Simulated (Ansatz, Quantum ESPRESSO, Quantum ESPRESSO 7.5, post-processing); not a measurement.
**Sn chain with one bond drawn out by 0.3 Å: ballistic transmission**

Wanted: the transmission near the Fermi level and the conductance of this junction: Sn chain with one bond drawn out by 0.3 Å.

Method: plane-wave DFT, PBE, GBRV ultrasoft pseudopotentials (cross-check by Ansatz 0.2.0 with PAW datasets), in Quantum ESPRESSO 7.5.

This is a report of a sequence of runs, with most program output left out.

## 1. The starting structure

The cell holds 10 atoms: 10 Sn. Its edges and angles: a = 7.500 Å, b = 7.500 Å, c = 27.800 Å, α = 90.0°, β = 90.0°, γ = 90.0°. Regions: left lead, 5 atoms (5 Sn); right lead, 5 atoms (5 Sn). Vacuum lies along a and b. The structure is stacked along c, and the current runs across the ab planes.

## 2. Self-consistent run

One periodic cell holds a stretch of lead, the junction and more lead; the atoms stay as built.

Contents of scf.in:

```
&control
  prefix = 'scf'
  outdir = './out'
  pseudo_dir = './pseudo'
  calculation = 'scf'
  tprnfor = .true.
/
&system
  ibrav = 0
  nat = 10
  ntyp = 1
  ecutwfc = 34
  ecutrho = 170
  occupations = 'smearing'
  smearing = 'mv'
  degauss = 0.01
/
&electrons
  conv_thr = 1e-07
  mixing_beta = 0.25
  electron_maxstep = 120
  mixing_mode = 'local-TF'
/
ATOMIC_SPECIES
  Sn  118.7100  sn_pbe_v1.4.uspp.F.UPF
CELL_PARAMETERS angstrom
  7.50000000000000 0.00000000000000 0.00000000000000
  0.00000000000000 7.50000000000000 0.00000000000000
  0.00000000000000 0.00000000000000 27.80000000000000
ATOMIC_POSITIONS crystal
  Sn  0.500000000000 0.500000000000 0.000000000000
  Sn  0.500000000000 0.500000000000 0.098920863309
  Sn  0.500000000000 0.500000000000 0.197841726619
  Sn  0.500000000000 0.500000000000 0.296762589928
  Sn  0.500000000000 0.500000000000 0.395683453237
  Sn  0.500000000000 0.500000000000 0.505395683453
  Sn  0.500000000000 0.500000000000 0.604316546763
  Sn  0.500000000000 0.500000000000 0.703237410072
  Sn  0.500000000000 0.500000000000 0.802158273381
  Sn  0.500000000000 0.500000000000 0.901079136691
K_POINTS automatic
  1 1 3 0 0 0
```

Command:

```
$ OMP_NUM_THREADS=1 mpirun -n 4 pw.x -nk 1 -in scf.in > scf.out
```

It took 2.6 min on 4 MPI ranks of Arm Neoverse N1, shared host; peak memory 1.8 GiB; 10 min of CPU time.

Read from the output:

| Property | Result |
| --- | --- |
| free energy | -21651.1462 eV |
| Fermi energy | -1.733 eV |

The program's own clock; routines nest. Time by routine:

| routine | wall time (s) | calls |
| --- | --- | --- |
| PWSCF | 156.9 | 1 |
| electrons | 151.9 | 1 |
| c_bands | 105 | 16 |
| cegterg | 103.1 | 32 |
| h_psi | 68.31 | 123 |
| fftw | 58.59 | 18348 |
| vloc_psi | 53.09 | 123 |
| sum_band | 21.73 | 16 |
| mix_rho | 14.01 | 16 |
| calbec | 10.6 | 163 |
| newd | 9.64 | 17 |
| ffts | 8.72 | 1878 |
| h_psi:calbec | 7.45 | 123 |
| s_psi | 7.4 | 123 |

The run needed 16 iterations to bring the estimated error under 1e-07 Ry; the largest force on any atom, held or free, is 0.52 eV/Å.

## 3. The open system

prefixt takes both regions from one run: the lead from 0 to bdl, the scattering region from bdl to bds (units of alat). ikind = 1 puts the same lead on both sides. The program's T_tot counts both spins in a run without spin; the tables below give T per spin.

Contents of cond.in:

```
&inputcond
  outdir = './out'
  prefixt = 'scf'
  tran_file = 'cond.dat'
  bdl = 0.7333333333
  bds = 3.7066666667
  ikind = 1
  ewind = 4.0
  epsproj = 1e-05
  nz1 = 7
  energy0 = 2.0
  denergy = -0.1
/
1
  0.00000000 0.00000000 1.00000000
41
```

Command:

```
$ OMP_NUM_THREADS=1 mpirun -n 4 pwcond.x -in cond.in > cond.out
```

Run time: 3.3 min. Hardware: 4 MPI ranks; peak memory 0.36 GiB; 13 min of CPU time.

Read from the output:

```
lead channels at the Fermi level, one spin : 3
transmission at the Fermi level, one spin  : 2.844
conductance                                : 2.844 G₀
```

Per spin. Open channels against energy, zero at the Fermi level:

| energy (eV) | open channels |
| --- | --- |
| -2.00 | 1 |
| -1.80 | 1 |
| -1.60 | 1 |
| -1.40 | 1 |
| -1.20 | 1 |
| -1.00 | 1 |
| -0.90 | 1 |
| -0.70 | 3 |
| -0.50 | 3 |
| -0.30 | 3 |
| -0.10 | 3 |
| 0.00 | 3 |
| 0.10 | 3 |
| 0.30 | 3 |
| 0.50 | 3 |
| 0.70 | 3 |
| 0.90 | 3 |
| 1.00 | 3 |
| 1.20 | 3 |
| 1.40 | 3 |
| 1.60 | 3 |
| 1.80 | 3 |
| 2.00 | 3 |

Per spin. Table of transmission by energy, zero at the Fermi level:

energy (eV), transmission and a bar from the least value:
```
    -2.00       0.95 
    -1.90       0.95 
    -1.80       0.95 
    -1.70       0.95 
    -1.60       0.95 
    -1.50       0.95 
    -1.40       0.95 
    -1.20       0.95 
    -1.10       0.95 
    -1.00       0.95 
    -0.90       0.95 
    -0.80       1.48 ########
    -0.70       2.18 ###################
    -0.60       2.45 ########################
    -0.50       2.60 ##########################
    -0.40       2.68 ###########################
    -0.30       2.73 ############################
    -0.20       2.78 #############################
    -0.10       2.81 #############################
     0.00       2.84 ##############################
     0.10       2.86 ##############################
     0.20       2.86 ##############################
     0.30       2.84 ##############################
     0.40       2.82 #############################
     0.50       2.78 #############################
     0.60       2.76 ############################
     0.70       2.73 ############################
     0.80       2.71 ############################
     0.90       2.70 ###########################
     1.00       2.70 ###########################
     1.10       2.70 ###########################
     1.20       2.71 ############################
     1.40       2.72 ############################
     1.50       2.73 ############################
     1.60       2.73 ############################
     1.70       2.73 ############################
     1.80       2.73 ############################
     1.90       2.73 ############################
     2.00       2.72 ############################
```

The program's own clock; routines nest. Time by routine:

| routine | wall time (s) | calls |
| --- | --- | --- |
| PWCOND | 199.8 | 1 |
| scatter_forw | 158.7 | 82 |
| compbs | 22.28 | 41 |
| compbs_2 | 18.49 | 41 |
| local | 13.76 | 1 |
| init | 1.25 | 1 |
| poten | 0.13 | 1 |

At no point does T exceed the number of channels.

## 4. Transmission with pwcond.x, with epsproj = 0.01

A sensitivity test on the input.

cond.w.in is the input of step 3 with these lines changed:

```diff
@@ -3,3 +3,3 @@
   prefixt = 'scf'
-  tran_file = 'cond.dat'
+  tran_file = 'cond.w.dat'
   bdl = 0.7333333333
@@ -8,3 +8,3 @@
   ewind = 4.0
-  epsproj = 1e-05
+  epsproj = 0.01
   nz1 = 7
```

Command:

```
$ OMP_NUM_THREADS=1 mpirun -n 4 pwcond.x -in cond.w.in > cond.w.out
```

The job ended after 1.8 min (4 MPI ranks; peak memory 0.36 GiB; 7 min of CPU time).

The changed values were drawn from a wide range, not chosen for quality; the comparison shows what they did here together.

Beside the run it was changed from:

| quantity | this run | unchanged run | difference |
| --- | --- | --- | --- |
| transmission at the Fermi level, one spin | 2.840 | 2.844 | -0.0035 |
| lead channels at the Fermi level, one spin | 3 | 3 | 0 |
| wall time (s) | 106 | 200 |  |

Over all energies T moves by up to 0.26, at -0.8 eV.

The physical values in this table move by up to 0.12 %.

## 5. The same in Ansatz

A second code with its own PAW datasets, on the same atoms.

Level of this step: plane-wave DFT, PBE, Ansatz PAW (Ansatz 0.2.0).

Contents of input.yaml:

```yaml
crystal:
  lattice:
    - [7.5, 0.0, 0.0]
    - [0.0, 7.5, 0.0]
    - [0.0, 0.0, 27.8]
  atoms:
    - { symbol: Sn, position: [0.5, 0.5, 0.0] }
    - { symbol: Sn, position: [0.5, 0.5, 0.0989208633] }
    - { symbol: Sn, position: [0.5, 0.5, 0.1978417266] }
    - { symbol: Sn, position: [0.5, 0.5, 0.2967625899] }
    - { symbol: Sn, position: [0.5, 0.5, 0.3956834532] }
    - { symbol: Sn, position: [0.5, 0.5, 0.5053956835] }
    - { symbol: Sn, position: [0.5, 0.5, 0.6043165468] }
    - { symbol: Sn, position: [0.5, 0.5, 0.7032374101] }
    - { symbol: Sn, position: [0.5, 0.5, 0.8021582734] }
    - { symbol: Sn, position: [0.5, 0.5, 0.9010791367] }
kpoints:
  mp_grid: { grid: [1, 1, 4] }
hamiltonian:
  xc: pbe
scf:
  occupations: { method: fermi_dirac, width: 0.1 }
  convergence: { dr2_threshold: 1.0e-08 }
output:
  transmission:
    leads: [[0, 1]]
    e_range: [-2.0, 2.0]
    de: 0.05
    kmesh: [1, 1]
    reduced_basis: true
  write_potential: true
  write_density: true
  volumetric_format: npy
```

Command:

```
$ ansatz run input.yaml --threads 4 --pin off --max-ram 8192MiB --backend cpu --events-out ev --progress --plain --runs-dir out
```

Wall time 74 s (4 threads); peak memory 2.2 GiB.

Numbers from this step:

```
free energy                                  : -60228.4235 eV
energy at zero smearing                      : -60228.2277 eV
smearing term TS                             : 0.3915 eV
Fermi energy                                 : -1.727 eV
symmetry operations                          : 16
transmission at the Fermi level, one spin    : 2.841
step of the lead's Hamiltonian over a period : 15.2 meV
```

Per spin. The transmission by energy, zero at the Fermi level:

| energy (eV) | transmission |
| --- | --- |
| -2.00 | 0.945 |
| -1.90 | 0.947 |
| -1.80 | 0.949 |
| -1.70 | 0.950 |
| -1.55 | 0.952 |
| -1.45 | 0.953 |
| -1.35 | 0.953 |
| -1.25 | 0.954 |
| -1.15 | 0.955 |
| -1.05 | 0.955 |
| -0.90 | 0.956 |
| -0.80 | 1.45 |
| -0.70 | 2.25 |
| -0.60 | 2.49 |
| -0.50 | 2.61 |
| -0.40 | 2.70 |
| -0.25 | 2.79 |
| -0.15 | 2.82 |
| -0.05 | 2.84 |
| 0.00 | 2.84 |
| 0.05 | 2.84 |
| 0.15 | 2.83 |
| 0.25 | 2.81 |
| 0.40 | 2.78 |
| 0.50 | 2.76 |
| 0.60 | 2.74 |
| 0.70 | 2.73 |
| 0.80 | 2.72 |
| 0.90 | 2.71 |
| 1.05 | 2.71 |
| 1.15 | 2.71 |
| 1.25 | 2.71 |
| 1.35 | 2.71 |
| 1.45 | 2.72 |
| 1.55 | 2.72 |
| 1.70 | 2.73 |
| 1.80 | 2.73 |
| 1.90 | 2.73 |
| 2.00 | 2.72 |

Per spin. Table of open channels by energy, zero at the Fermi level:

energy (eV), open channels and a bar from the least value:
```
    -2.00       1.00 
    -1.85       1.00 
    -1.70       1.00 
    -1.60       1.00 
    -1.45       1.00 
    -1.30       1.00 
    -1.15       1.00 
    -1.05       1.00 
    -0.90       1.00 
    -0.75       3.00 ##############################
    -0.60       3.00 ##############################
    -0.50       3.00 ##############################
    -0.35       3.00 ##############################
    -0.20       3.00 ##############################
    -0.05       3.00 ##############################
     0.00       3.00 ##############################
     0.05       3.00 ##############################
     0.20       3.00 ##############################
     0.35       3.00 ##############################
     0.50       3.00 ##############################
     0.60       3.00 ##############################
     0.75       3.00 ##############################
     0.90       3.00 ##############################
     1.05       3.00 ##############################
     1.15       3.00 ##############################
     1.30       3.00 ##############################
     1.45       3.00 ##############################
     1.60       3.00 ##############################
     1.70       3.00 ##############################
     1.85       3.00 ##############################
     2.00       3.00 ##############################
```

Ansatz finds T = 2.84 against pwcond's 2.84.

## 6. All levels side by side

All levels:

| step | T at the Fermi level (per spin) | conductance (G0) | r.m.s. T(E) from the first | CPU time of the step (s) | peak memory (GiB) |
| --- | --- | --- | --- | --- | --- |
| Ansatz | 2.841 | - | 0 | 269 | 2.241 |
| pwcond | 2.844 | 2.844 | 0.02 | 800.8 | 0.36 |
| pwcond, changed setting | 2.84 | 2.84 | 0.04594 | 422 | 0.36 |

Per spin. Transmission against energy, zero at the Fermi level:

| energy (eV) | Ansatz | pwcond | pwcond, changed setting |
| --- | --- | --- | --- |
| -2.00 | 0.945 | 0.948 | 0.948 |
| -1.80 | 0.949 | 0.949 | 0.949 |
| -1.60 | 0.951 | 0.950 | 0.950 |
| -1.40 | 0.953 | 0.951 | 0.951 |
| -1.20 | 0.954 | 0.953 | 0.952 |
| -1.00 | 0.955 | 0.954 | 0.954 |
| -0.90 | 0.956 | 0.955 | 0.955 |
| -0.70 | 2.25 | 2.18 | 2.12 |
| -0.50 | 2.61 | 2.60 | 2.58 |
| -0.30 | 2.76 | 2.73 | 2.73 |
| -0.10 | 2.83 | 2.81 | 2.81 |
| 0.00 | 2.84 | 2.84 | 2.84 |
| 0.10 | 2.84 | 2.86 | 2.86 |
| 0.30 | 2.80 | 2.84 | 2.85 |
| 0.50 | 2.76 | 2.78 | 2.79 |
| 0.70 | 2.73 | 2.73 | 2.73 |
| 0.90 | 2.71 | 2.70 | 2.70 |
| 1.00 | 2.71 | 2.70 | 2.70 |
| 1.20 | 2.71 | 2.71 | 2.71 |
| 1.40 | 2.72 | 2.72 | 2.72 |
| 1.60 | 2.72 | 2.73 | 2.73 |
| 1.80 | 2.73 | 2.73 | 2.73 |
| 2.00 | 2.72 | 2.72 | 2.72 |

## 7. The arithmetic

G = 2.84 × 77.48 µS = 220 µS a cell, a resistance of 4.54 kΩ.

## 8. Summary of results

| Item | Value |
| --- | --- |
| conductance from T at the Fermi level, a cell (G₀ = 2e²/h) | 2.84 G₀ |
| lead channels per spin | 3.00 |
| the same conductance by Ansatz | 2.84 G₀ |

**Reading.** The junction conducts 2.84 G₀ a cell at the Fermi level (PBE, GBRV ultrasoft). At the Fermi level the junction passes 95 % of what the leads offer, nearly all. At the Fermi level pwcond and Ansatz differ by 0.091 %, a close match. Over -2 to 2 eV, T lies between 0.95 and 2.9 per spin. The geometry is as built, not relaxed, and the leads are short.

[Logs are printed without paths, hosts, clocks, repeated set-up lines and the standing remarks that a program may print on its own settings, such as how far it seeks lower states.]

[Hosts, paths, dates, database ids (printed as entryN), source tags and the programs' standing remarks are cut or masked in the printed files.]

[Maps of the electrostatic potential energy from Ansatz leave out the sawtooth potential of an applied field or a dipole correction, so their vacuum need not be flat; planar profiles and work functions include it.]
